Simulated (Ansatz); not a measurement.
# LaIrS3 (built on the sites of a database entry of LaCoO3): relaxing the cell for a phonon run

Aim: bring LaIrS3 (built on the sites of a database entry of LaCoO3) to small forces and stress, as phonons need.

Method: DFT PBEsol, scalar-relativistic, plane waves, PseudoDojo norm-conserving pseudopotentials, in Ansatz 0.2.0.

The structure was built from a prototype and need not be the compound's stable phase.

## (1) Starting point

Symmetry: Pm-3m, No. 221, cubic system. The conventional cell has a = 4.089 Å, b = 4.089 Å, c = 4.089 Å, α = 90.00°, β = 90.00°, γ = 90.00°. Nearest to La lie 12 S at 2.89 Å. Ir has 6 S at 2.04 Å nearest. Nearest to S lie 2 Ir at 2.04 Å and 4 La at 2.89 Å. Farther neighbours and most contacts between anions are not listed.

## (2) A coarse first look

First a cheap look: the gap decides the mesh and the occupations, the pressure tells how far the cell has to move.

File input.yaml:

```yaml
crystal:
  lattice:
    - [4.08918, 0.0, 0.0]
    - [0.0, 4.08918, 0.0]
    - [0.0, 0.0, 4.08918]
  atoms:
    - { symbol: La, position: [0.0, 0.0, 0.0] }
    - { symbol: Ir, position: [0.5, 0.5, 0.5] }
    - { symbol: S, position: [0.5, 0.5, 0.0] }
    - { symbol: S, position: [0.0, 0.5, 0.5] }
    - { symbol: S, position: [0.5, 0.0, 0.5] }
kpoints:
  mp_grid: { grid: [4, 4, 4] }
hamiltonian:
  xc: pbesol
  pseudopotentials: { kind: nc, accuracy: standard }
scf:
  occupations: { method: gaussian, width: 0.1 }
output:
  forces: true
  stress: true
  eigenvalues: true
```

Started as:

```sh
$ ansatz run input.yaml --threads 8 --pin off --max-ram 14336MiB --backend cpu --events-out ev --progress --plain --runs-dir out
```

Numbers of over 12 decimals in the logs are rounded to 6 here.

Log:

```text
Engine: ansatz 0.2.0, aarch64-unknown-linux-gnu
Pseudopotentials: kind: nc
Pseudopotential: La, nc, valence charge 11, recommended cutoff 1496.626244 eV (normal), La.nc.azcp (PseudoDojo's, or run here from an input of PseudoDojo's; its table is named by hamiltonian.pseudopotentials.accuracy)
[...]
k-point 0: bands = [... 19 lower, 15.8455, 16.8028, 16.8028, 18.6126, 18.6126, 18.6126, 20.9667, 20.9667, ... 1 higher]
  k-point 1: bands = [... 19 lower, 16.8047, 16.8047, 17.5801, 18.6634, 18.6634, 19.2321, 21.3535, 21.7622, ... 1 higher]
  k-point 2: bands = [... 19 lower, 17.2514, 17.2514, 17.8082, 19.3183, 19.3183, 20.6087, 21.0185, 22.0864, ... 1 higher]
  k-point 9: bands = [... 19 lower, 18.7215, 19.4562, 19.4562, 19.4562, 22.2871, 22.2871, 22.2871, 22.4173, ... 1 higher]
[key lines of the parts left out:]
SCF converged after 10 iterations
Free energy (F): -4977.660018 eV
Fermi energy:    18.982807 eV
P = ⅓ Tr σ = 101.7543 GPa (1017.543 kbar)
```

The job ended after 3.3 s (8 threads of Arm Neoverse N1, shared host; peak memory 1 GiB; 24 s of CPU time).

Numbers from this step:

- pressure: 101.8 GPa
- volume per atom: 13.68 Å³
- gap on the k-mesh: 0 eV

The coarse mesh shows no gap and a pressure of 101.8 GPa.

## (3) Coarse relaxation

A rough relaxation comes first, because large forces or stress need no tight tolerances yet.

Edit input.yaml of step 2 so:

```diff
@@ -12,3 +12,3 @@
 kpoints:
-  mp_grid: { grid: [4, 4, 4] }
+  mp_grid: { grid: [6, 6, 6] }
 hamiltonian:
@@ -22 +22,6 @@
   eigenvalues: true
+relax:
+  adjacent_minimum: "off"
+  f_tol: 0.05
+  max_steps: 80
+  cell: { stress_tol: 0.5 }
```

Log:

```text
[...]
Crystal: 5 atoms, lattice volume = 68.377 Å³
Basis set: ecut = 1496.626244 eV, 9045 PW (Γ), exchange–correlation on 108×108×108 points (8 copies of the dense FFT grid, shifted against one another)
Bands: 28, of which v1, the nominal top of the filled ones, is band 23 counted from 1 (22 counted from 0)
Symmetry: 48 space group operations
[...]
k-points: 20 of 216
[...]
F+E_penalty+E_count = -4984.83328194 eV   max|allowed force component| = 4.650e-29 eV/Å   (the final SCF, on the basis selected at the relaxed cell)
  cell:  # Å, volume = 99.6854 Å³
    - [4.636717, 0, 0.0]
    - [0, 4.636717, 0]
    - [0, 0, 4.636717]
  atoms:
    - { symbol: La, position: [0, 0, 0] }
    - { symbol: Ir, position: [0.5, 0.5, 0.5] }
    - { symbol: S, position: [0.5, 0.5, 0] }
    - { symbol: S, position: [0, 0.5, 0.5] }
    - { symbol: S, position: [0.5, 0, 0.5] }
[key lines of the parts left out:]
SCF converged after 6 iterations
Free energy (F): -4984.833282 eV
Fermi energy:    11.657351 eV
P = ⅓ Tr σ = -0.0155 GPa (-0.155 kbar)
```

Run time: 37 s. Hardware: 8 threads; peak memory 1.5 GiB.

Relaxation path:

```tsv
step	energy less that of the first step (eV)	largest force component (eV/Å)	pressure (GPa)	volume (Å³)
1	0.0000	0.0000	101.00	68.38
2	-4.6253	0.0000	46.02	78.87
3	-6.6719	0.0000	14.11	90.44
4	-7.0080	0.0000	3.69	96.71
5	-7.0399	0.0000	-0.15	99.69
6*	-7.0482	0.0000	-0.02	99.69
```

Relaxation steps marked * repeat the geometry before them on a plane-wave basis chosen anew for their cell, so energy and pressure can jump there.

The run keeps the 48 symmetry operations that it works with, so distortions that break them were not tested.

```tsv
cell as run	before	after	change
a (Å)	4.089	4.637	+13.4 %
b (Å)	4.089	4.637	+13.4 %
c (Å)	4.089	4.637	+13.4 %
volume (Å³/atom)	13.68	19.94	+45.8 %
```

The relaxed structure:

```cif
data_structure
_symmetry_space_group_name_H-M 'P 1'
_symmetry_Int_Tables_number 1
_cell_length_a 4.6367
_cell_length_b 4.6367
_cell_length_c 4.6367
_cell_angle_alpha 90.000
_cell_angle_beta 90.000
_cell_angle_gamma 90.000
_cell_volume 99.69
loop_
_atom_site_label
_atom_site_type_symbol
_atom_site_fract_x
_atom_site_fract_y
_atom_site_fract_z
_atom_site_occupancy
La1 La 0.00000 0.00000 0.00000 1
Ir2 Ir 0.50000 0.50000 0.50000 1
S3 S 0.50000 0.50000 0.00000 1
S4 S 0.00000 0.50000 0.50000 1
S5 S 0.50000 0.00000 0.50000 1
```

Numbers from this step:

* pressure: -0.01551 GPa
* volume per atom: 19.94 Å³

In this step the volume went from 13.68 to 19.94 Å³/atom.

## (4) Relaxation

The cell and atoms are relaxed, since residual forces and stress would shift the frequencies.

input.yaml, the sections that differ from step 3:

```yaml
crystal:
  lattice:
    - [4.6367168136, 0.0, 0.0]
    - [0.0, 4.6367168136, 0.0]
    - [0.0, 0.0, 4.6367168136]
  atoms:
    - { symbol: La, position: [0.0, 0.0, 0.0] }
    - { symbol: Ir, position: [0.5, 0.5, 0.5] }
    - { symbol: S, position: [0.5, 0.5, 0.0] }
    - { symbol: S, position: [0.0, 0.5, 0.5] }
    - { symbol: S, position: [0.5, 0.0, 0.5] }
kpoints:
  mp_grid: { grid: [8, 8, 8] }
relax:
  adjacent_minimum: "off"
  f_tol: 0.005
  max_steps: 80
  cell: { stress_tol: 0.05 }
# hamiltonian, scf, output: as in step 3
```

Log:

```text
[...]
Crystal: 5 atoms, lattice volume = 99.685 Å³
Basis set: ecut = 1496.626244 eV, 13133 PW (Γ), exchange–correlation on 120×120×120 points (8 copies of the dense FFT grid, shifted against one another)
Bands: 28, of which v1, the nominal top of the filled ones, is band 23 counted from 1 (22 counted from 0)
Symmetry: 48 space group operations
[...]
k-points: 35 of 512
[...]
SCF iter   1: F=—  HF=-4990.856892 eV  |F-HF|=—  |Δ(HF+E_count)|=         —  Δρ=4.25e-1  dr2=3.25e2  ethr=3.10e-3  ⟨swp⟩=18.2  Hψ=22696  notcnv=0  defer=2
automatic band count: the SCF goes on with 33 bands, as 28 were too few: the levels above may hold too much charge
[...]
SCF iter   2: F=—  HF=-5002.354593 eV  |F-HF|=—  |Δ(HF+E_count)|=    1.15e1  Δρ=1.98e-1  dr2=4.65e1  ethr=3.10e-3  ⟨swp⟩=8.4  Hψ=4334  notcnv=0  defer=47
[...]
SCF iter  14: F=-4984.805805 eV  HF=-4984.805805 eV  |F-HF|=3.46e-10  |Δ(HF+E_count)|=   8.34e-9  Δρ=1.08e-6  dr2=1.25e-9  ethr=9.72e-11  ⟨swp⟩=3.0  Hψ=4309  notcnv=0
SCF 1 converged in 14 iterations: F = -4984.805805 eV  dr2 = 1.25e-9
relax step   1: F+E_penalty+E_count = -4984.80580539 eV  Δ(F+E_penalty+E_count) = +0.000e0 eV  max|allowed force component| = 8.462e-29 eV/Å  Δτ_max = 0.0000 Å  P = -0.184 GPa  Ω = 99.685 Å³  (14 SCF iters, dr2 threshold 1.00e-7 eV, accepted)
Crystal: 5 atoms, lattice volume = 99.501 Å³
Bands: 33, of which v1, the nominal top of the filled ones, is band 23 counted from 1 (22 counted from 0)
[...]
SCF iter   5: F=-4984.805897 eV  HF=-4984.805897 eV  |F-HF|=3.15e-10  |Δ(HF+E_count)|=   2.82e-8  Δρ=1.86e-6  dr2=1.56e-9  ethr=1.84e-10  ⟨swp⟩=6.5  Hψ=5078  notcnv=0
SCF 2 converged in 5 iterations: F = -4984.805897 eV  dr2 = 1.56e-9
relax step   2: F+E_penalty+E_count = -4984.80589746 eV  Δ(F+E_penalty+E_count) = -9.207e-5 eV  max|allowed force component| = 6.826e-29 eV/Å  Δτ_max = 0.0000 Å  P = +0.033 GPa  Ω = 99.501 Å³  energy of the carried Pulay correction = +5.027e-6 eV  (5 SCF iters, dr2 threshold 8.47e-8 eV, accepted)
[...]
SCF iter   1: F=—  HF=-4984.806002 eV  |F-HF|=—  |Δ(HF+E_count)|=         —  Δρ=6.19e-6  dr2=3.64e-8  ethr=1.19e-5  ⟨swp⟩=2.9  Hψ=14176  notcnv=0
eigensolver tolerance schedule: the retry pair's looser diagonalisation over-reported the residual by 150059.70 of it (diagonalisation noise at an unbounded share of the residual, at the tolerance the schedule requests for it); recorded, not acted on — ethr = c·dr2/N_el stays at c = 1.0e-1
[...]
SCF iter   2: F=—  HF=-4984.805893 eV  |F-HF|=—  |Δ(HF+E_count)|=   1.09e-4  Δρ=4.84e-6  dr2=2.72e-8  ethr=7.92e-11  ⟨swp⟩=4.6  Hψ=3632  notcnv=0
[...]
SCF iter   5: F=-4984.805893 eV  HF=-4984.805893 eV  |F-HF|=1.73e-11  |Δ(HF+E_count)|=  2.04e-10  Δρ=2.10e-7  dr2=2.45e-11  ethr=1.00e-12  ⟨swp⟩=6.8  Hψ=6538  notcnv=0
SCF 3 converged in 5 iterations: F = -4984.805893 eV  dr2 = 2.45e-11
relax step   3: F+E_penalty+E_count = -4984.80589265 eV  Δ(F+E_penalty+E_count) = +4.808e-6 eV  max|allowed force component| = 1.838e-28 eV/Å  Δτ_max = 0.0000 Å  P = +0.033 GPa  Ω = 99.501 Å³  stress off target by 3.33e-2 GPa  SCF on the basis re-selected at this cell (its energy is not comparable with the rows above)  (5 SCF iters)
basis re-selected at this cell: Δ(F+E_penalty+E_count) = +4.808e-6 eV, ΔP = -0.000 GPa vs the last step (what re-selecting the basis moved, of the pressure what is left beyond the Pulay correction that the steps carried, after the strain that the cell walked since its last selection, with what the two solves' SCF thresholds leave and, on support functions, any second-order correction that the steps lacked; it is no m [...]
SCF converged after 5 iterations
Free energy (F): -4984.805893 eV
[...]
Internal energy: -4984.783209 eV  (E = F + TS)
E sigma→0 (E₀):  -4984.794551 eV
Entropy (-TS):   -0.022684 eV (-4.537 meV/atom)
Fermi energy:    11.695666 eV
[...]
--- Stress (GPa, compression-positive) ---
        0.033267       0.000000      -0.000000
        0.000000       0.033267       0.000000
       -0.000000       0.000000       0.033267
  P = ⅓ Tr σ = 0.0333 GPa (0.333 kbar)
--- Band table (eV; the first three rows and the last of 35) ---
  k-point 0: bands = [... 19 lower, 9.7463, 10.5220, 10.5220, 10.9726, 10.9726, 10.9726, 13.1491, 13.1491, ... 6 higher]
  k-point 1: bands = [... 19 lower, 10.0165, 10.0165, 10.6021, 11.0183, 11.0183, 11.5678, 13.3102, 13.3894, ... 6 higher]
  k-point 2: bands = [... 19 lower, 10.2499, 10.2499, 10.6806, 11.3115, 11.3115, 12.1128, 13.4735, 13.6466, ... 6 higher]
  k-point 34: bands = [... 19 lower, 11.4123, 11.9038, 11.9038, 11.9038, 13.6613, 13.6613, 13.6613, 13.7191, ... 6 higher]
--- Relaxed structure (2 steps of the walk, 2 accepted, 1 SCFs on fresh bases) ---
[...]
cell:  # Å, volume = 99.5009 Å³
    - [4.633853, 0, 0]
    - [0, 4.633853, 0.0]
    - [0, 0.0, 4.633853]
  atoms:
    - { symbol: La, position: [0, 0, 0] }
    - { symbol: Ir, position: [0.500000, 0.500000, 0.500000] }
    - { symbol: S, position: [0.500000, 0.500000, 0] }
    - { symbol: S, position: [0, 0.500000, 0.500000] }
    - { symbol: S, position: [0.500000, 0, 0.500000] }
```

It took 47 s on 8 threads; peak memory 1.6 GiB; 6.1 min of CPU time.

Little changed from the start: no atom moved by 0.005 Å and no cell edge by 0.1 %.

This step gave:

```yaml
pressure: 0.03327 GPa
volume_per_atom: 19.90 Å³
```

In this step the volume went from 19.94 to 19.90 Å³/atom.

## (5) Relaxing to small forces for the phonons

Phonons need a cell at rest on their own settings, so the relaxation is repeated with tight tolerances on forces and stress, using the mesh and the filling of the phonon run that follows.

input.yaml, the sections that differ from step 4:

```yaml
crystal:
  lattice:
    - [4.6338531305, 0.0, 0.0]
    - [0.0, 4.6338531305, 0.0]
    - [0.0, 0.0, 4.6338531305]
  atoms:
    - { symbol: La, position: [0.0, 0.0, 0.0] }
    - { symbol: Ir, position: [0.5, 0.5, 0.5] }
    - { symbol: S, position: [0.5, 0.5, 0.0] }
    - { symbol: S, position: [0.0, 0.5, 0.5] }
    - { symbol: S, position: [0.5, 0.0, 0.5] }
scf:
  occupations: { method: methfessel_paxton, width: 0.2 }
relax:
  adjacent_minimum: "off"
  f_tol: 0.001
  max_steps: 60
  cell: { stress_tol: 0.01 }
# kpoints, hamiltonian, output: as in step 4
```

Log:

```text
[...]
Crystal: 5 atoms, lattice volume = 99.501 Å³
Basis set: ecut = 1496.626244 eV, 13133 PW (Γ), exchange–correlation on 120×120×120 points (8 copies of the dense FFT grid, shifted against one another)
Bands: 28, of which v1, the nominal top of the filled ones, is band 23 counted from 1 (22 counted from 0)
Symmetry: 48 space group operations
[...]
k-points: 35 of 512
[...]
--- Relaxed structure (2 steps of the walk, 2 accepted, 1 SCFs on fresh bases) ---
[...]
cell:  # Å, volume = 99.5269 Å³
    - [4.634257, 0.0, 0.0]
    - [0.0, 4.634257, 0.0]
    - [0, 0.0, 4.634257]
  atoms:
    - { symbol: La, position: [0, 0, 0] }
    - { symbol: Ir, position: [0.5, 0.5, 0.5] }
    - { symbol: S, position: [0.5, 0.5, 0] }
    - { symbol: S, position: [0, 0.5, 0.5] }
    - { symbol: S, position: [0.5, 0, 0.5] }
[key lines of the parts left out:]
SCF converged after 7 iterations
Free energy (F): -4984.793141 eV
Fermi energy:    11.680641 eV
P = ⅓ Tr σ = -0.0045 GPa (-0.045 kbar)
```

Run time: 48 s. Hardware: 8 threads; peak memory 1.6 GiB; 6.2 min of CPU time.

Little changed from the start: no atom moved by 0.005 Å and no cell edge by 0.1 %.

This step gave:

| Quantity | Value |
| --- | --- |
| pressure | -0.004499 GPa |
| volume per atom | 19.91 Å³ |

The forces vanish by symmetry and the pressure is -0.004 GPa, within the tolerances set. The cell now holds 19.91 Å³/atom.

## (6) Summary of results

```yaml
space_group_after_relaxation_within_0p01_a: Pm-3m
lattice_constant_a: 4.634 Å
lattice_constant_b: 4.634 Å
lattice_constant_c: 4.634 Å
volume_per_atom: 19.9 Å³
```

What this shows: The forces vanish by symmetry and the pressure is -0.004 GPa, within the tolerances set. The cell now holds 19.91 Å³/atom. The relaxation keeps the symmetry of its start, so it says nothing on stability against lower symmetry. Spin-orbit coupling is left out, which can matter for the heavy elements here. The starting cell was built on a prototype and not taken from a measurement, so the phase need not exist.

[Logs are printed without paths, hosts, clocks, repeated set-up lines and the standing remarks that a program may print on its own settings, such as how far it seeks lower states.]

[Hosts, paths, dates, database ids (printed as entryN), source tags and the programs' standing remarks are cut or masked in the printed files.]
